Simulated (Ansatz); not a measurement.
# CuNi2S2, from a guessed structure to a relaxed one, part 2 of 2

This structure for CuNi2S2 is made up. Its elements were placed in a known structure type with a cell scaled to their sizes. What cell does the guess relax to, and how far off was it?

Ansatz 0.2.0; DFT, PBE, plane-wave PAW, files of the set soft_1, scalar-relativistic, ferromagnetic start, cell and ions relaxed at zero pressure; PAW set soft_1 (the session's first sound run).

So far: Set-up; Relaxing cell and atoms. The relaxed cell has a = 3.569, c = 11.440 Å (conventional setting).

## Step 3: Electronic structure of the relaxed cell

A second self-consistent run takes a narrower smearing and the mesh shown in its input; the bands follow along the standard path of the relaxed lattice.

This step: DFT, PBE, plane-wave PAW, files of the set soft_1, scalar-relativistic, no spin, bands and density of states at the relaxed cell; PAW set soft_1 (Ansatz 0.2.0).

input.yaml reads:

```yaml
crystal:
  lattice:
    - [-1.7843645656, 1.7843645656, 5.7199374022]
    - [1.7843645656, -1.7843645656, 5.7199374022]
    - [1.7843645656, 1.7843645656, -5.7199374022]
  atoms:
    - { symbol: Cu, position: [0.0, 0.0, 0.0] }
    - { symbol: Ni, position: [0.25, 0.75, 0.5] }
    - { symbol: Ni, position: [0.75, 0.25, 0.5] }
    - { symbol: S, position: [0.629600564, 0.629600564, 0.0] }
    - { symbol: S, position: [0.370399436, 0.370399436, 0.0] }
kpoints:
  mp_grid: { grid: [12, 12, 12] }
  band_path:
    path:
      - [[0.0, 0.0, 0.0], [-0.5, 0.5, 0.0], [-0.5, 0.5, -0.04865804], [-0.27432902, 0.27432902, -0.27432902], [0.0, 0.0, 0.0], [0.5, 0.5, -0.5], [0.27432902, 0.72567098, -0.72567098], [0.0, 0.5, -0.5], [-0.25, 0.75, -0.25], [0.04865804, 0.95134196, -0.5], [0.5, 0.5, -0.5]]
      - [[-0.5, 0.5, 0.0], [-0.25, 0.75, -0.25]]
    npoints: 7
scf:
  occupations: { method: fermi_dirac, width: 0.03 }
  n_extra_bands: 9
hamiltonian:
  xc: pbe
  pseudopotentials: { kind: paw, azcp: { folder: soft_1 } }
output:
  forces: true
  stress: true
  write_bands: true
  dos: { projected: true }
  write_density: true
  write_potential: true
  elf: true
  volumetric_format: npy
```

Command:

```
$ ansatz run input.yaml --threads 4 --pin off --max-ram 8192MiB --backend cpu --events-out ev --progress --plain --runs-dir out
```

Numbers of over 12 decimals in the logs are rounded to 6 here.

Log:

```text
[...]
Crystal: 5 atoms, lattice volume = 72.848 Å³
Basis set: ecut = 420 eV, 1435 PW (Γ), FFT grids on a1−a2, a2, a1+a3, exchange–correlation on 72×90×48 points (8 copies of the dense FFT grid, shifted against one another)
Bands: 43, of which v1, the nominal top of the filled ones, is band 34 counted from 1 (33 counted from 0)
Symmetry: 16 space group operations
[...]
k-points: 163 of 1728
[...]
SCF iter   1: F=—  HF=-20117.264050 eV  |F-HF|=—  |Δ(HF+E_count)|=         —  Δρ=4.14e-1  dr2=1.43e2  ethr=3.10e-3  ⟨swp⟩=6.4  Hψ=29776  notcnv=0  defer=2
[...]
SCF iter  12: F=-20108.421654 eV  HF=-20108.421654 eV  |F-HF|=1.79e-8  |Δ(HF+E_count)|=   1.09e-7  Δρ=1.01e-5  dr2=6.11e-8  ethr=1.49e-10  ⟨swp⟩=15.3  Hψ=61207  notcnv=0
SCF 1 converged in 12 iterations: F = -20108.421654 eV  dr2 = 6.11e-8
[...]
NSCF: frozen V_eff on 79 k-points
SCF converged after 12 iterations
Free energy (F): -20108.421654 eV
[...]
Internal energy: -20108.407242 eV  (E = F + TS)
E sigma→0 (E₀):  -20108.414448 eV
Entropy (-TS):   -0.014412 eV (-2.882 meV/atom)
Fermi energy:    11.963786 eV
[...]
--- Forces (eV/Å), atoms counted from 1 ---
  atom   1  Cu    -0.00000000     0.00000000    -0.00000000
  atom   2  Ni     0.00000000     0.00000000     0.00000000
  atom   3  Ni    -0.00000000     0.00000000     0.00000000
  atom   4  S      0.00000000     0.00000000    -0.00187140
  atom   5  S      0.00000000     0.00000000     0.00187140
  max |Σ_I F_I| component: 2.84e-17 eV/Å
--- Stress (GPa, compression-positive) ---
       -0.021233       0.000000       0.000000
        0.000000      -0.021233       0.000000
        0.000000       0.000000      -0.067989
  P = ⅓ Tr σ = -0.0368 GPa (-0.368 kbar)
--- Band table (eV; the first three rows and the last of 163) ---
  k-point 0: bands = [... 30 lower, 11.3279, 11.6187, 11.8488, 12.3311, 12.3311, 12.6480, 15.4797, 17.2071, ... 5 higher]
  k-point 1: bands = [... 30 lower, 11.0748, 11.4433, 11.7521, 12.1448, 12.7072, 13.1434, 15.9675, 17.5509, ... 5 higher]
  k-point 2: bands = [... 30 lower, 10.7065, 11.2747, 11.7266, 11.8661, 12.6700, 14.1650, 17.0001, 17.1045, ... 5 higher]
  k-point 162: bands = [... 30 lower, 10.9514, 11.1229, 11.6186, 12.9867, 13.0824, 13.0824, 14.7014, 17.1048, ... 5 higher]
```

Run time: 17 s. Hardware: 4 threads of Arm Neoverse V1, shared host; peak memory 0.66 GiB.

This step gave:

```yaml
free_energy: -20108.4217 eV
energy_at_zero_smearing: -20108.4144 eV
smearing_term_ts: 0.01441 eV
fermi_energy: 11.96 eV
pressure: -0.03682 GPa
```

bands.tsv at the labelled points (eV, zero at the Fermi level; the bands that come nearest the Fermi level along the path):

```tsv
point	band 31	band 32	band 33	band 34	band 35	band 36	band 37	band 38
Γ	-0.64	-0.35	-0.11	0.37	0.37	0.68	3.52	5.24
X	-1.42	-1.38	-0.88	-0.40	-0.05	1.04	3.06	3.90
Y	-1.43	-1.27	-0.82	-0.40	0.01	1.13	3.10	3.91
S	-1.56	-0.74	0.23	0.33	0.58	1.52	4.22	5.53
Γ	-0.64	-0.35	-0.11	0.37	0.37	0.68	3.52	5.24
Z	-1.01	-0.84	-0.35	1.02	1.12	1.12	2.74	5.14
S1	-1.56	-0.74	0.23	0.33	0.58	1.52	4.22	5.53
N	-1.55	-0.45	-0.33	0.46	0.47	2.34	3.60	5.85
P	-1.40	-1.25	-1.25	-0.16	-0.16	1.12	3.53	3.74
Y1	-1.43	-1.27	-0.82	-0.40	0.01	1.13	3.10	3.91
Z	-1.01	-0.84	-0.35	1.02	1.12	1.12	2.74	5.14
X	-1.42	-1.38	-0.88	-0.40	-0.05	1.04	3.06	3.90
P	-1.40	-1.25	-1.25	-0.16	-0.16	1.12	3.53	3.74
```

ELF in the ac plane of the conventional cell at fractional y = 0.000, with atoms of Cu and Ni and S within 0.2 Å of it. It is the smooth field of the valence electrons, not physical close to the nuclei.

Ten even steps from '_' (0.07) to '@' (0.88), each cell a mean:
```
==::..__________________..--
..________________________..
____________________________
____________....____________
________....----::..________
..........==%%@@##--........
**++==::..--**%%++::..--++++
++**%%**--....::..::==####**
__::##%%**--..__..==##%%++..
==**%%%%**--..__..==##@@##++
@@%%%%**--..______::==##%%%%
--::::..____________....::--
++++==--..__________::--==++
%%@@@@##++::______--**%%@@%%
..--%%@@##--..__..++%%@@**::
..--##%%++::......--##%%**::
**####==::..----::..--++####
====::....==%%@@##--....--==
..........--**%%**::........
__________..........________
____________________________
____________________________
....____________________....
**--..________________....==
```
Columns run along a (3.6 Å), rows up along c (11.4 Å), edges of the conventional cell, whose origin can differ from the input's. Atoms in or near the plane, at fractional coordinates: Cu at (0.00, 0.00), Ni at (0.50, 0.25), Ni at (0.50, 0.75), S at (0.00, 0.63), S at (0.00, 0.37).

Electrostatic potential energy in the ac plane of the conventional cell at fractional y = 0.000, with atoms of Cu and Ni and S within 0.2 Å of it. With pseudopotentials it is smooth inside the atoms' cores, unlike the true potential.

Values in eV, 24 rows by 14 columns, each cell a mean:
```
-34 -33 -23  -2  10  14  15  15  15  13   7  -9 -29 -33
 -9  -5   4  10  13  15  15  15  15  14  12   9   0  -7
 12  13  14  14  15  15  15  15  15  15  14  14  13  13
 15  15  15  14  13  11   9   8  10  12  13  14  15  15
 15  15  14  11   3  -7  -8  -8  -8  -4   6  12  14  15
 14  13  12   5 -10  -4  11  14   8 -10  -5   9  13  14
  6   8   9   5  -8  -8   3   7   0 -11  -3   8   9   7
-26 -21  -9   3   5   0  -4  -5  -3   2   6   0 -15 -24
-21 -29 -28  -6   8  12  12  12  12  11   5 -14 -31 -26
-28 -29 -19   0  10  14  15  15  15  13   8  -6 -25 -29
 -4  -1   6  11  14  15  15  15  15  15  13  10   4  -2
 13  14  14  15  15  15  15  15  15  15  15  15  14  13
 11  12  13  14  15  15  15  15  15  15  15  14  12  11
-18 -13  -1   8  13  15  15  15  15  14  12   6  -6 -15
-23 -29 -25  -4   9  13  14  15  14  12   6 -12 -30 -27
-26 -30 -24  -4   8  10   9   8   9  10   5 -10 -29 -29
-14  -9   0   5   1  -7  -8  -8  -9  -5   4   4  -4 -12
 11  11  10   4 -10  -4  11  14   8 -10  -6   8  11  11
 14  14  12   7  -7  -8   3   7   0 -11  -2  10  13  14
 15  15  14  12   8   0  -4  -5  -3   4  10  13  15  15
 15  15  15  14  14  13  13  12  13  14  14  15  15  15
  9  10  12  13  14  15  15  15  15  15  14  13  11   9
-22 -18  -5   7  12  14  15  15  15  14  11   4 -11 -20
-34 -34 -28  -6   9  13  15  15  14  12   6 -14 -32 -34
```
Columns run along a (3.6 Å; values clipped at the 3rd and 97th percentile), rows up along c (11.4 Å), edges of the conventional cell, whose origin can differ from the input's. Atoms in or near the plane, at fractional coordinates: Cu at (0.00, 0.00), Ni at (0.50, 0.25), Ni at (0.50, 0.75), S at (0.00, 0.63), S at (0.00, 0.37).

Valence density in the ac plane of the conventional cell at fractional y = 0.000, with atoms of Cu and Ni and S within 0.2 Å of it. It is the smooth field of the valence electrons, not physical close to the nuclei.

Values in e/Å³, 24 rows by 14 columns, each cell a mean:
```
29 15  3  1  0  0  0  0  0  0  0  1  6 20
 1  1  0  0  0  0  0  0  0  0  0  0  1  1
 0  0  0  0  0  0  0  0  0  0  0  0  0  0
 0  0  0  0  0  0  0  0  0  0  0  0  0  0
 0  0  0  0  0  2  4  5  3  1  0  0  0  0
 0  0  0  0  2  9 30 43 22  5  1  0  0  0
 0  0  0  1  1  6 18 25 13  3  1  0  0  0
 1  1  1  1  1  1  1  2  1  1  1  1  1  1
 0  1  1  1  0  0  0  0  0  0  1  1  1  1
 1  1  1  1  0  0  0  0  0  0  0  1  1  1
 1  1  0  0  0  0  0  0  0  0  0  0  1  1
 0  0  0  0  0  0  0  0  0  0  0  0  0  0
 0  0  0  0  0  0  0  0  0  0  0  0  0  0
 1  1  1  0  0  0  0  0  0  0  0  1  1  1
 1  1  1  1  0  0  0  0  0  0  1  1  1  1
 1  1  1  1  0  0  0  0  0  0  1  1  1  1
 1  1  1  1  1  2  4  5  3  1  1  1  1  1
 0  0  0  1  2  9 30 43 22  5  1  0  0  0
 0  0  0  0  1  6 18 25 13  3  1  0  0  0
 0  0  0  0  0  1  1  2  1  0  0  0  0  0
 0  0  0  0  0  0  0  0  0  0  0  0  0  0
 0  0  0  0  0  0  0  0  0  0  0  0  0  0
 5  3  1  0  0  0  0  0  0  0  0  0  1  4
51 25  5  1  0  0  0  0  0  0  0  2 10 34
```
Columns run along a (3.6 Å), rows up along c (11.4 Å), edges of the conventional cell, whose origin can differ from the input's. Atoms in or near the plane, at fractional coordinates: Cu at (0.00, 0.00), Ni at (0.50, 0.25), Ni at (0.50, 0.75), S at (0.00, 0.63), S at (0.00, 0.37).

## Step 4: Results

- space group, relaxed: I4/mmm
- conventional cell: a = 3.569, b = 3.569, c = 11.440 Å; α = 90.0°, β = 90.0°, γ = 90.0°
- volume per atom: 14.57 Å³ (guess 14.58)
- total moment: 0.00 μB in the cell of 5 atoms

What this shows: CuNi2S2 relaxes to I4/mmm with a = 3.569, b = 3.569 and c = 11.440 Å. The guessed volume was near the relaxed one. The space group I4/mmm was held in the relaxation, so the end point is a stationary structure within it and may be a saddle against distortions or other arrangements. The moments died out from this one start and weren't seeded again at the relaxed cell. Bands cross the Fermi level, so it is a metal or semimetal at this level. The electron count is odd, which forces that without spin polarisation or a larger cell. On the 12×12×12 mesh with the narrower smearing (relaxed on 11×11×11) the largest force component is 0.002 eV/Å and the largest stress component is 0.068 GPa, against the relaxation's thresholds of 0.015 eV/Å and 0.05 GPa. The cutoff wasn't tested. No dispersion term is used, so weakly bound directions may come out too long. Nothing here tests whether the compound is stable against decomposition.

[Logs are printed without paths, hosts, clocks, repeated set-up lines and the standing remarks that a program may print on its own settings, such as how far it seeks lower states.]

[Hosts, paths, dates, database ids (printed as entryN), source tags and the programs' standing remarks are cut or masked in the printed files.]
